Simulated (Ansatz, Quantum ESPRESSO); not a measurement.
# Ballistic transmission: Mo chain with one atom pushed 0.5 Å aside at constant bond length, part 2 of 4

Wanted: the transmission near the Fermi level and the conductance of this junction: Mo chain with one atom pushed 0.5 Å aside at constant bond length.

Quantum ESPRESSO 7.5; plane-wave DFT, LDA, GBRV ultrasoft pseudopotentials; cross-check by Ansatz 0.2.0 with PAW datasets.

So far. Step 2 (Self-consistent run): The run needed 18 iterations to bring the estimated error under 1e-07 Ry; the largest force on any atom, held or free, is 0.13 eV/Å.

## 3. Transmission with pwcond.x

Level of this step: transmission by pwcond, lead and junction from one cell; plane-wave DFT, LDA, GBRV ultrasoft pseudopotentials (Quantum ESPRESSO).

prefixt takes both regions from one run: the lead from 0 to bdl, the scattering region from bdl to bds (units of alat). ikind = 1 puts the same lead on both sides. The program's T_tot counts both spins in a run without spin; the tables below give T per spin.

cond.in

```
&inputcond
  outdir = './out'
  prefixt = 'scf'
  tran_file = 'cond.dat'
  bdl = 0.6000000000
  bds = 4.4849976253
  ikind = 1
  ewind = 4.0
  epsproj = 1e-05
  nz1 = 7
  energy0 = 2.0
  denergy = -0.1
/
1
  0.00000000 0.00000000 1.00000000
41
```

On the command line:

```bash
$ OMP_NUM_THREADS=1 mpirun -n 4 pwcond.x -in cond.in > cond.out
```

Log:

```text
[banner, memory and clock lines left out]
Program PWCOND v.7.5 starts

          URL

     ./out/scf.save/

     IMPORTANT: XC functional enforced from input :
     Exchange-correlation= PZ
                           (   1   1   0   0   0   0   0)
     Any further DFT definition will be discarded
     Please, verify this is what you really want

     Check: negative core charge=   -0.000002

     negative rho (up, down):  1.252E-02 0.000E+00
     Reading collected, re-writing distributed wavefunctions

===== INPUT FILE containing all the regions =====

     GEOMETRY:

     lattice parameter (alat)  =      14.1729  a.u.
     the volume                =   12768.5802 (a.u.)^3
     the cross section         =     200.8724 (a.u.)^2
     l of the unit cell        =       4.4850 (alat)
     number of atoms/cell      =           15
     number of atomic types    =            1

     crystal axes: (cart. coord. in units of alat)
               a(1) = (  1.0000  0.0000  0.0000 )
               a(2) = (  0.0000  1.0000  0.0000 )
               a(3) = (  0.0000  0.0000  4.4850 )

   Cartesian axes

     site n.     atom                  positions (alat units)
          1        Mo     tau(  1)=(  0.5000  0.5000  4.4850  )
          2        Mo     tau(  2)=(  0.5000  0.5000  0.3000  )
          3        Mo     tau(  3)=(  0.5000  0.5000  0.6000  )
          4        Mo     tau(  4)=(  0.5000  0.5000  0.9000  )
          5        Mo     tau(  5)=(  0.5000  0.5000  1.2000  )
          6        Mo     tau(  6)=(  0.5000  0.5000  1.5000  )
          7        Mo     tau(  7)=(  0.5000  0.5000  1.8000  )
          8        Mo     tau(  8)=(  0.5667  0.5000  2.0925  )
          9        Mo     tau(  9)=(  0.5000  0.5000  2.3850  )
         10        Mo     tau( 10)=(  0.5000  0.5000  2.6850  )
         11        Mo     tau( 11)=(  0.5000  0.5000  2.9850  )
         12        Mo     tau( 12)=(  0.5000  0.5000  3.2850  )
         13        Mo     tau( 13)=(  0.5000  0.5000  3.5850  )
         14        Mo     tau( 14)=(  0.5000  0.5000  3.8850  )
         15        Mo     tau( 15)=(  0.5000  0.5000  4.1850  )

     nr1s                      =           54
     nr2s                      =           54
     nr3s                      =          240
     nr1sx                     =           54
     nr2sx                     =           54
     nr3sx                     =          240
     nr1                       =           60
     nr2                       =           60
     nr3                       =          270
     nr1x                      =           60
     nr2x                      =           60
     nr3x                      =          270

 _______________________________
  Radii of nonlocal spheres:

     type       ibeta     ang. mom.          radius (alat units)
       Mo         1         0                    0.1578
       Mo         2         0                    0.1578
       Mo         3         1                    0.1578
       Mo         4         1                    0.1578
       Mo         5         2                    0.1578
       Mo         6         2                    0.1578
----- General information -----

--- T calc. with identical leads (ikind=1) ---

     nrx                       =           54
     nry                       =           54
     nz1                       =            7

     energy0               =         2.0E+00
     denergy               =        -1.0E-01
     nenergy               =         41
     ecut2d                =         3.4E+01
     ewind                 =         4.0E+00
     epsproj               =         1.0E-05

     number of k_|| points=    1
                       cryst. coord.
        k(    1) = (   0.0000000   0.0000000), wk =   1.0000000
----- Information about left/right lead -----

     nocros                   =           18
     noins                    =           18
     norb                     =           54
     norbf                    =          252
     nrz                      =           32

      iorb      type   ibeta   ang. mom.   m       position (alat)
        1        1       1        0        1   taunew(   1)=(  0.5000  0.5000  0.0000)
        2        1       2        0        1   taunew(   2)=(  0.5000  0.5000  0.0000)
        3        1       3        1        1   taunew(   3)=(  0.5000  0.5000  0.0000)
        4        1       3        1        2   taunew(   4)=(  0.5000  0.5000  0.0000)
        5        1       3        1        3   taunew(   5)=(  0.5000  0.5000  0.0000)
        6        1       4        1        1   taunew(   6)=(  0.5000  0.5000  0.0000)
        7        1       4        1        2   taunew(   7)=(  0.5000  0.5000  0.0000)
        8        1       4        1        3   taunew(   8)=(  0.5000  0.5000  0.0000)
        9        1       5        2        1   taunew(   9)=(  0.5000  0.5000  0.0000)
       10        1       5        2        2   taunew(  10)=(  0.5000  0.5000  0.0000)
       11        1       5        2        3   taunew(  11)=(  0.5000  0.5000  0.0000)
       12        1       5        2        4   taunew(  12)=(  0.5000  0.5000  0.0000)
       13        1       5        2        5   taunew(  13)=(  0.5000  0.5000  0.0000)
       14        1       6        2        1   taunew(  14)=(  0.5000  0.5000  0.0000)
       15        1       6        2        2   taunew(  15)=(  0.5000  0.5000  0.0000)
       16        1       6        2        3   taunew(  16)=(  0.5000  0.5000  0.0000)
       17        1       6        2        4   taunew(  17)=(  0.5000  0.5000  0.0000)
       18        1       6        2        5   taunew(  18)=(  0.5000  0.5000  0.0000)
       19        1       1        0        1   taunew(  19)=(  0.5000  0.5000  0.3000)
       20        1       2        0        1   taunew(  20)=(  0.5000  0.5000  0.3000)
       21        1       3        1        1   taunew(  21)=(  0.5000  0.5000  0.3000)
       22        1       3        1        2   taunew(  22)=(  0.5000  0.5000  0.3000)
       23        1       3        1        3   taunew(  23)=(  0.5000  0.5000  0.3000)
       24        1       4        1        1   taunew(  24)=(  0.5000  0.5000  0.3000)
       25        1       4        1        2   taunew(  25)=(  0.5000  0.5000  0.3000)
       26        1       4        1        3   taunew(  26)=(  0.5000  0.5000  0.3000)
       27        1       5        2        1   taunew(  27)=(  0.5000  0.5000  0.3000)
       28        1       5        2        2   taunew(  28)=(  0.5000  0.5000  0.3000)
       29        1       5        2        3   taunew(  29)=(  0.5000  0.5000  0.3000)
       30        1       5        2        4   taunew(  30)=(  0.5000  0.5000  0.3000)
[...]
---  ie =          2  ik =          1
 Nchannels of the left tip =            4
 Right moving states:
   k1(2pi/a)   k2(2pi/a)   E-Ef (eV)
  -0.1879212   0.0000160   1.9000000
  -0.1885618   0.0000161   1.9000000
  -0.2335426  -0.0000001   1.9000000
  -0.4618642   0.0000093   1.9000000
 Left moving states:
   k1(2pi/a)   k2(2pi/a)   E-Ef (eV)
   0.1879212   0.0000160   1.9000000
   0.1885618   0.0000161   1.9000000
   0.2335426  -0.0000001   1.9000000
   0.4618642   0.0000093   1.9000000

 to transmit
 Band j to band i transmissions and reflections:
    j         i     |T_ij|^2    |R_ij|^2

    1 -->     1     0.92441     0.07559
    1 -->     2     0.00000     0.00000
    1 -->     3     0.00000     0.00000
    1 -->     4     0.00000     0.00000
   Total T_j, R_j =    0.92441  0.07559

    2 -->     1     0.00000     0.00000
    2 -->     2     0.09396     0.02827
    2 -->     3     0.37748     0.00195
    2 -->     4     0.49510     0.00325
   Total T_j, R_j =    0.96653  0.03347

    3 -->     1     0.00000     0.00000
    3 -->     2     0.37702     0.00195
    3 -->     3     0.38148     0.03050
    3 -->     4     0.20628     0.00276
   Total T_j, R_j =    0.96478  0.03522

    4 -->     1     0.00000     0.00000
    4 -->     2     0.49539     0.00325
    4 -->     3     0.20570     0.00277
    4 -->     4     0.28724     0.00565
   Total T_j, R_j =    0.98833  0.01167

E-Ef(ev), T(x2 spins) =    1.9000000   7.6880977
---  E-Ef =    1.8000000  k =    0.0000000   0.0000000
---  ie =          3  ik =          1
 Nchannels of the left tip =            4
 Right moving states:
   k1(2pi/a)   k2(2pi/a)   E-Ef (eV)
  -0.2060029   0.0000151   1.8000000
  -0.2065534   0.0000151   1.8000000
  -0.2470941  -0.0000001   1.8000000
  -0.4677354   0.0000093   1.8000000
 Left moving states:
   k1(2pi/a)   k2(2pi/a)   E-Ef (eV)
   0.2060028   0.0000151   1.8000000
   0.2065533   0.0000151   1.8000000
   0.2470941  -0.0000001   1.8000000
   0.4677354   0.0000093   1.8000000

 to transmit
 Band j to band i transmissions and reflections:
    j         i     |T_ij|^2    |R_ij|^2

    1 -->     1     0.91331     0.08669
    1 -->     2     0.00000     0.00000
    1 -->     3     0.00000     0.00000
    1 -->     4     0.00000     0.00000
   Total T_j, R_j =    0.91331  0.08669

    2 -->     1     0.00000     0.00000
    2 -->     2     0.06887     0.03219
    2 -->     3     0.39463     0.00064
    2 -->     4     0.49893     0.00474
   Total T_j, R_j =    0.96243  0.03757

    3 -->     1     0.00000     0.00000
    3 -->     2     0.39434     0.00064
    3 -->     3     0.37005     0.02822
    3 -->     4     0.20339     0.00335
   Total T_j, R_j =    0.96778  0.03222

    4 -->     1     0.00000     0.00000
    4 -->     2     0.49900     0.00474
    4 -->     3     0.20295     0.00336
    4 -->     4     0.28501     0.00495
   Total T_j, R_j =    0.98695  0.01305

E-Ef(ev), T(x2 spins) =    1.8000000   7.6609414
[... further energies and points left out ...]
---  E-Ef =   -1.8000000  k =    0.0000000   0.0000000
---  ie =         39  ik =          1
 Nchannels of the left tip =            3
 Right moving states:
   k1(2pi/a)   k2(2pi/a)   E-Ef (eV)
   0.3279319   0.0000068  -1.8000000
   0.3764959   0.0000084  -1.8000000
   0.3768078   0.0000083  -1.8000000
 Left moving states:
   k1(2pi/a)   k2(2pi/a)   E-Ef (eV)
  -0.3279319   0.0000068  -1.8000000
  -0.3764960   0.0000084  -1.8000000
  -0.3768078   0.0000083  -1.8000000

 to transmit
 Band j to band i transmissions and reflections:
    j         i     |T_ij|^2    |R_ij|^2

    1 -->     1     0.04599     0.01358
    1 -->     2     0.92578     0.01464
    1 -->     3     0.00000     0.00000
   Total T_j, R_j =    0.97177  0.02823

    2 -->     1     0.92584     0.01464
    2 -->     2     0.05179     0.00774
    2 -->     3     0.00000     0.00000
   Total T_j, R_j =    0.97763  0.02237

    3 -->     1     0.00000     0.00000
    3 -->     2     0.00000     0.00000
    3 -->     3     0.99119     0.00881
   Total T_j, R_j =    0.99119  0.00881

E-Ef(ev), T(x2 spins) =   -1.8000000   5.8811750
---  E-Ef =   -1.9000000  k =    0.0000000   0.0000000
---  ie =         40  ik =          1
 Nchannels of the left tip =            3
 Right moving states:
   k1(2pi/a)   k2(2pi/a)   E-Ef (eV)
   0.3202488   0.0000070  -1.9000000
   0.3632525   0.0000083  -1.9000000
   0.3635734   0.0000083  -1.9000000
 Left moving states:
   k1(2pi/a)   k2(2pi/a)   E-Ef (eV)
  -0.3202488   0.0000070  -1.9000000
  -0.3632525   0.0000083  -1.9000000
  -0.3635734   0.0000083  -1.9000000

 to transmit
 Band j to band i transmissions and reflections:
    j         i     |T_ij|^2    |R_ij|^2

    1 -->     1     0.03660     0.01414
    1 -->     2     0.93342     0.01585
    1 -->     3     0.00000     0.00000
   Total T_j, R_j =    0.97001  0.02999

    2 -->     1     0.93360     0.01584
    2 -->     2     0.04183     0.00873
    2 -->     3     0.00000     0.00000
   Total T_j, R_j =    0.97543  0.02457

    3 -->     1     0.00000     0.00000
    3 -->     2     0.00000     0.00000
    3 -->     3     0.99068     0.00932
   Total T_j, R_j =    0.99068  0.00932

E-Ef(ev), T(x2 spins) =   -1.9000000   5.8722582
---  E-Ef =   -2.0000000  k =    0.0000000   0.0000000
---  ie =         41  ik =          1
 Nchannels of the left tip =            3
 Right moving states:
   k1(2pi/a)   k2(2pi/a)   E-Ef (eV)
   0.3125111   0.0000071  -2.0000000
   0.3496184   0.0000083  -2.0000000
   0.3499496   0.0000082  -2.0000000
 Left moving states:
   k1(2pi/a)   k2(2pi/a)   E-Ef (eV)
  -0.3125111   0.0000071  -2.0000000
  -0.3496184   0.0000083  -2.0000000
  -0.3499496   0.0000082  -2.0000000

 to transmit
 Band j to band i transmissions and reflections:
    j         i     |T_ij|^2    |R_ij|^2

    1 -->     1     0.02849     0.01501
    1 -->     2     0.93890     0.01761
    1 -->     3     0.00000     0.00000
   Total T_j, R_j =    0.96739  0.03261

    2 -->     1     0.93911     0.01760
    2 -->     2     0.03312     0.01017
    2 -->     3     0.00000     0.00000
   Total T_j, R_j =    0.97223  0.02777

    3 -->     1     0.00000     0.00000
    3 -->     2     0.00000     0.00000
    3 -->     3     0.99003     0.00997
   Total T_j, R_j =    0.99003  0.00997

E-Ef(ev), T(x2 spins) =   -2.0000000   5.8592897
   T_tot     2.00000      0.76880E+01
   T_tot     1.90000      0.76881E+01
   T_tot     1.80000      0.76609E+01
   T_tot     1.70000      0.76037E+01
   T_tot     1.60000      0.74971E+01
   T_tot     1.50000      0.72774E+01
   T_tot     1.40000      0.65380E+01
   T_tot     1.30000      0.89701E+01
   T_tot     1.20000      0.98353E+01
   T_tot     1.10000      0.10337E+02
   T_tot     1.00000      0.10691E+02
   T_tot     0.90000      0.10959E+02
   T_tot     0.80000      0.11171E+02
   T_tot     0.70000      0.11343E+02
   T_tot     0.60000      0.11481E+02
   T_tot     0.50000      0.11589E+02
   T_tot     0.40000      0.11679E+02
   T_tot     0.30000      0.11753E+02
   T_tot     0.20000      0.11817E+02
   T_tot     0.10000      0.11868E+02
   T_tot    -0.00000      0.11902E+02
   T_tot    -0.10000      0.11914E+02
   T_tot    -0.20000      0.11911E+02
   T_tot    -0.30000      0.11875E+02
   T_tot    -0.40000      0.11812E+02
   T_tot    -0.50000      0.11698E+02
   T_tot    -0.60000      0.11488E+02
   T_tot    -0.70000      0.11057E+02
   T_tot    -0.80000      0.99489E+01
   T_tot    -0.90000      0.77888E+01
   T_tot    -1.00000      0.78857E+01
   T_tot    -1.10000      0.79141E+01
   T_tot    -1.20000      0.79236E+01
   T_tot    -1.30000      0.79142E+01
   T_tot    -1.40000      0.78443E+01
   T_tot    -1.50000      0.57667E+01
   T_tot    -1.60000      0.58773E+01
   T_tot    -1.70000      0.58848E+01
   T_tot    -1.80000      0.58812E+01
   T_tot    -1.90000      0.58723E+01
   T_tot    -2.00000      0.58593E+01

Note: The following floating-point exceptions are signalling: IEEE_UNDERFLOW_FLAG
Note: The following floating-point exceptions are signalling: IEEE_UNDERFLOW_FLAG
Note: The following floating-point exceptions are signalling: IEEE_UNDERFLOW_FLAG
Note: The following floating-point exceptions are signalling: IEEE_UNDERFLOW_FLAG
```

Wall time 4.5 min (4 MPI ranks of Arm Neoverse V2, shared host); peak memory 0.53 GiB.

Numbers from this step:

```
lead channels at the Fermi level, one spin : 6
transmission at the Fermi level, one spin  : 5.951
conductance                                : 5.951 G₀
```

Per spin. Table of open channels by energy, zero at the Fermi level:

```
energy (eV)  open channels
      -2.00              3
      -1.90              3
      -1.80              3
      -1.70              3
      -1.60              3
      -1.50              3
      -1.40              4
      -1.20              4
      -1.10              4
      -1.00              4
      -0.90              4
      -0.80              6
      -0.70              6
      -0.60              6
      -0.50              6
      -0.40              6
      -0.30              6
      -0.20              6
      -0.10              6
       0.00              6
       0.10              6
       0.20              6
       0.30              6
       0.40              6
       0.50              6
       0.60              6
       0.70              6
       0.80              6
       0.90              6
       1.00              6
       1.10              6
       1.20              6
       1.40              4
       1.50              4
       1.60              4
       1.70              4
       1.80              4
       1.90              4
       2.00              4
```

Per spin. The transmission by energy, zero at the Fermi level:

```
energy (eV)  transmission
      -2.00          2.93
      -1.80          2.94
      -1.60          2.94
      -1.40          3.92
      -1.20          3.96
      -1.00          3.94
      -0.90          3.89
      -0.70          5.53
      -0.50          5.85
      -0.30          5.94
      -0.10          5.96
       0.00          5.95
       0.10          5.93
       0.30          5.88
       0.50          5.79
       0.70          5.67
       0.90          5.48
       1.00          5.35
       1.20          4.92
       1.40          3.27
       1.60          3.75
       1.80          3.83
       2.00          3.84
```

The program's own clock; routines nest. Time by routine:

```
     routine  wall time (s)  calls
      PWCOND            269      1
scatter_forw          227.9     82
      compbs          24.02     41
    compbs_2          19.48     41
       local          10.31      1
        init           0.76      1
       poten            0.1      1
```

The run is unpolarised; a magnetic state was not tried, may lie lower and would change T.

At no point does T exceed the number of channels.

(Continued in part 3 of 4.)

[Logs are printed without paths, hosts, clocks, repeated set-up lines and the standing remarks that a program may print on its own settings, such as how far it seeks lower states.]

[Hosts, paths, dates, database ids (printed as entryN), source tags and the programs' standing remarks are cut or masked in the printed files.]

[Maps of the electrostatic potential energy from Ansatz leave out the sawtooth potential of an applied field or a dipole correction, so their vacuum need not be flat; planar profiles and work functions include it.]
